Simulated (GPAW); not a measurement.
Consider MgV2O6 (C2/m).

```xyz
9
Lattice="4.6395 -1.7510 0.0000 4.6395 1.7510 0.0000 -2.4964 0.0000 6.2509" Properties=species:S:1:pos:R:3 pbc="T T T"
V     0.1695    0.0000    4.1031
V     6.6131    0.0000    2.1478
Mg    0.0000    0.0000    0.0000
O     1.0183    0.0000    5.5427
O     5.7643    0.0000    0.7082
O     1.7632    0.0000    2.7179
O     5.0194    0.0000    3.5330
O    -1.4417    0.0000    4.5232
O     8.2243    0.0000    1.7278
```

Absorber: atom 4, with 1 V at 1.67 Å (terminal, site symmetry m). Method: GPAW, LDA, full core hole (charged cell), 18-atom cell with 5.0 Å between holes, 4×3×3 k points, dipole transitions, Gaussian full width 0.9 eV up to 4 eV, rising linearly to 3.5 eV at 25 eV.

Q: Predict the near-edge structure at the O K edge.

Main maxima up to 24 eV above the zero (height): 0.3 eV (2.38), 2.1 eV (1.90), 8.0 eV (1.58), 11.1 eV (1.58) and 21.7 eV (0.97). A K edge sees empty p states; the first features are O p mixed into the empty d states of the V neighbours, and the broad ones above probably into the cations' higher empty bands. The total-energy difference plus the lowest empty eigenvalue puts the zero at 524.75 eV. The functional and the charged cell's background leave an error in such absolute values: in the free atom LDA prices this hole 4.1 eV below PBE (computed apart), and PBE is itself good to a few eV.

The O K spectrum (energy from the lowest empty level; intensity scaled to a mean of 1 over the first 20 eV; polarised curves are means over the symmetry-equivalent atoms):

```csv
E (eV),isotropic,ε ∥ x,ε ∥ y,ε ∥ z
-2.00,0.00,0.00,0.00,0.00
-1.25,0.00,0.00,0.01,0.00
-0.50,0.53,0.20,1.34,0.05
0.25,2.38,2.83,3.45,0.85
1.00,1.06,1.29,0.40,1.50
1.75,1.55,1.28,0.31,3.05
2.50,1.46,1.17,0.20,3.00
3.25,0.42,0.68,0.16,0.42
4.00,0.30,0.47,0.19,0.24
4.75,0.11,0.09,0.14,0.08
5.50,0.17,0.12,0.28,0.13
6.25,0.47,0.26,0.97,0.18
7.00,1.11,0.56,2.39,0.37
7.75,1.54,0.81,3.18,0.64
8.50,1.51,0.99,2.47,1.08
9.25,1.40,1.24,1.48,1.47
10.00,1.41,1.72,1.01,1.51
10.75,1.55,2.16,0.80,1.69
11.50,1.55,2.04,0.73,1.88
12.25,1.36,1.52,0.79,1.78
13.00,1.20,1.11,0.89,1.62
13.75,1.06,0.90,0.86,1.42
14.50,0.91,0.80,0.78,1.16
15.25,0.81,0.81,0.78,0.84
16.00,0.76,0.86,0.81,0.60
16.75,0.72,0.86,0.77,0.52
17.50,0.64,0.77,0.63,0.51
18.25,0.56,0.65,0.52,0.52
19.00,0.57,0.59,0.60,0.53
19.75,0.68,0.64,0.85,0.56
20.50,0.84,0.74,1.18,0.59
21.25,0.95,0.82,1.40,0.63
22.00,0.96,0.84,1.37,0.66
22.75,0.87,0.81,1.14,0.67
23.50,0.76,0.74,0.87,0.67
24.25,0.67,0.66,0.71,0.65
25.00,0.63,0.60,0.68,0.63
25.75,0.63,0.56,0.72,0.61
26.50,0.65,0.55,0.77,0.62
27.25,0.67,0.58,0.77,0.66
28.00,0.69,0.64,0.73,0.70
28.75,0.70,0.71,0.66,0.73
29.50,0.71,0.78,0.59,0.76
30.25,0.72,0.85,0.53,0.78
31.00,0.74,0.91,0.51,0.80
31.75,0.77,0.95,0.53,0.84
```

The hole lies in one spin channel, while the script sums the empty states of both and takes the lower zero; where the two channels are split, this blurs and shifts the curve. The crystal has 3 inequivalent O sites and not all are shown here, while a measurement adds them all. The starting moments shrank to 0.00 μB or less, so this is hardly a magnetic state. The holes are only 5.0 Å apart, so the shape is probably not converged with cell size; no larger cell was run here. The mesh is coarse (0.36 Å⁻¹ between points), so small maxima may be mesh ripples. The structure is a published determination, not relaxed.

[Banner, clock and machine lines of the logs are left out without a mark of their own.]

[Logs are printed without paths, hosts, clocks, repeated set-up lines and the standing remarks that a program may print on its own settings, such as how far it seeks lower states.]

[Hosts, paths, dates, database ids (printed as entryN), source tags and the programs' standing remarks are cut or masked in the printed files.]

[Lists of maxima count a maximum above −3 eV only where it reaches 4 % of the highest in the window and stands out from its surroundings by 2 % of it (1.5 % where it reaches 55 %); shoulders and weaker maxima are passed over, and of the rest the first, up to two pre-edge ones and the few strongest are named.]
